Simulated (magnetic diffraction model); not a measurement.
# Which magnetic order? Sr2CeMnO5

Space group Ima2 (no. 46), a = 17.1680 Å, b = 5.7890 Å, c = 5.5530 Å.

```
site  atom       x       y       z
  4b    Ce     3/4  0.4627  0.4527
  8c    Sr  0.8972  0.9771  0.4911
  4a    Mn       0       0  0.0205
  8c     O  0.5180  0.2450  0.7702
  8c     O  0.6294  0.5797  0.5564
  4b     O     3/4  0.4170  0.0495
```

This is a made-up structure (elements placed in a structure type, unrelaxed), so the numbers test the method and describe no known phase.

Only Mn is taken to order (form factors of Mn2+); orders and moment sizes are assumed, and not adapted to the symmetry. Radiation: neutrons of λ = 2.0775 Å, 5° to 45°; isotropic B of 0.19 Å² (Ce), 0.29 Å² (Sr), 0.23 Å² (Mn) and 0.39 Å² (O). The intensities are simulated: I ∝ L Σ (|F_N|² + |F_M⊥|²) for unpolarised neutrons, with F_M = 2.695 fm/μB × Σ f(s) S exp(2πi Q·r) exp(−B s²) at Q = H ± k (one set where k and −k are equivalent), only the part normal to Q counting and L = 1/(sin²θ cos θ). For collinear order S is the moment m, which repeats by lattice and centring translations R with the sign exp(−2πi k·R). Form factors are spin-only for 3d ions and dipole or tabulated for f ions, scattering lengths are Sears's of 1992, and absorption is left out. A label names one of the reflections at its angle. The strongest nuclear line in the range is 100, and lines under 0.2 are left out.

Above the ordering temperature:

| 2θ (°) | index | I |
| --- | --- | --- |
| 28.01 | (4 0 0) | 12.3 |
| 29.57 | (3 1 0) | 19.0 |
| 30.05 | (0 1 1) | 39.9 |
| 33.24 | (2 1 1) | 61.6 |
| 41.19 | (5 1 0) | 70.9 |
| 41.54 | (4 1 1) | 41.1 |
| 42.06 | (0 2 0) | 21.1 |
| 42.57 | (6 0 0) | 29.3 |
| 43.94 | (0 0 2) | 40.9 |
| 44.51 | (2 2 0) | 100.0 |

Below it (cell unchanged):

| 2θ (°) | I |
| --- | --- |
| 6.94 | 50.9 |
| 20.92 | 4.9 |
| 28.01 | 12.3 |
| 29.57 | 19.0 |
| 30.05 | 39.9 |
| 30.87 | 74.0 |
| 33.24 | 61.6 |
| 35.22 | 1.4 |
| 36.90 | 34.0 |
| 41.19 | 70.9 |
| 41.54 | 41.1 |
| 42.06 | 21.1 |
| 42.57 | 29.3 |
| 42.68 | 16.3 |
| 43.94 | 40.9 |
| 44.51 | 100.0 |
| 44.54 | 13.0 |

**Question.** Find the propagation vector, then choose among these models:
A. collinear moments along [110], 3.81 μB on Mn; signs + at (0, 0, 0.0205), + at (0, 1/2, 0.5205)
B. collinear moments along [110], 3.81 μB on Mn; signs + at (0, 0, 0.0205), − at (0, 1/2, 0.5205)
C. collinear moments along [101], 3.81 μB on Mn; signs + at (0, 0, 0.0205), + at (0, 1/2, 0.5205)
D. collinear moments along [101], 3.81 μB on Mn; signs + at (0, 0, 0.0205), − at (0, 1/2, 0.5205)

The new lines index as (1 0 0) at 6.94°, (3 0 0) at 20.92°, (1 1 1) at 30.87° and (5 0 0) at 35.22°, that is as H ± k with k = (0 0 1). The indices are whole but break the lattice centring, so the moments reverse under a centring translation, those with k·t a half-integer.

Magnetic intensity, observed (below minus above) and for each model:

| 2θ (°) | index | observed | A | B | C | D |
| --- | --- | --- | --- | --- | --- | --- |
| 6.94 | (1 0 0) | 50.9 | 54.8 | <0.2 | 50.9 | <0.2 |
| 20.67 | (0 1 0) | <0.2 | <0.2 | 48.0 | <0.2 | 53.5 |
| 21.56 | (0 0 1) | <0.2 | <0.2 | 48.6 | <0.2 | 44.0 |
| 25.00 | (2 1 0) | <0.2 | <0.2 | 44.6 | <0.2 | 49.3 |
| 25.75 | (2 0 1) | <0.2 | <0.2 | 47.1 | <0.2 | 42.7 |
| 30.87 | (1 1 1) | 74.0 | 74.0 | <0.2 | 74.0 | <0.2 |
| 36.90 | (3 1 1) | 34.0 | 34.1 | <0.2 | 34.0 | <0.2 |
| 42.68 | (1 2 0) | 16.3 | 14.6 | <0.2 | 16.3 | <0.2 |

Model C matches.

The absence at (0 1 0) is telling: the sublattices cancel there.

The structure used: k = (0 0 1), collinear moments along [101], 3.81 μB on Mn; signs + at (0, 0, 0.0205), + at (0, 1/2, 0.5205).

[Logs are printed without paths, hosts, clocks, repeated set-up lines and the standing remarks that a program may print on its own settings, such as how far it seeks lower states.]
